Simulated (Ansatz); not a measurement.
Rows from a G0W0 calculation on Y2Ti2S2O5 (I4/mmm) (Ansatz 0.2.0; G0W0 on r2SCAN, plane waves, PAW; PAW set soft_1; 6×6×6 mesh, 125 empty bands, screening to 48 eV, PAW set soft_1 files), in eV. Spin-orbit coupling is left out.

```csv
row,Σx,Σc,Vxc,Z
A,-13.91,-6.15,-21.74,0.72
B,-19.22,2.77,-16.45,0.78
C,-18.73,2.55,-16.19,0.79
D,-12.69,-6.25,-20.64,0.74
E,-12.72,-6.28,-20.70,0.74
```

**Question.** Which rows are filled states and which are empty ones, and how can one tell?

Filled: B and C. Empty: A, D and E. The sign of Σc tells: for a filled state bare exchange, which holds its interaction with itself, lies below Vxc (Σx − Vxc is -2.5 eV or lower here) and screening gives part back as a positive Σc. For an empty state Σx lies above Vxc (+7.8 eV or more) and the Coulomb hole leaves Σc negative.

[Paths, hosts, dates, memory and timing lines, banners, echoed tables and standing remarks are left out of the program output.]

[Logs are printed without paths, hosts, clocks, repeated set-up lines and the standing remarks that a program may print on its own settings, such as how far it seeks lower states.]

[Runs of the session that timed out or met a known fault of the program may be left out.]

[Cells called generated may have been cut or substituted from an entry of the Crystallography Open Database or the Materials Project.]

[Hosts, paths, dates, database ids (printed as entryN), source tags and the programs' standing remarks are cut or masked in the printed files.]
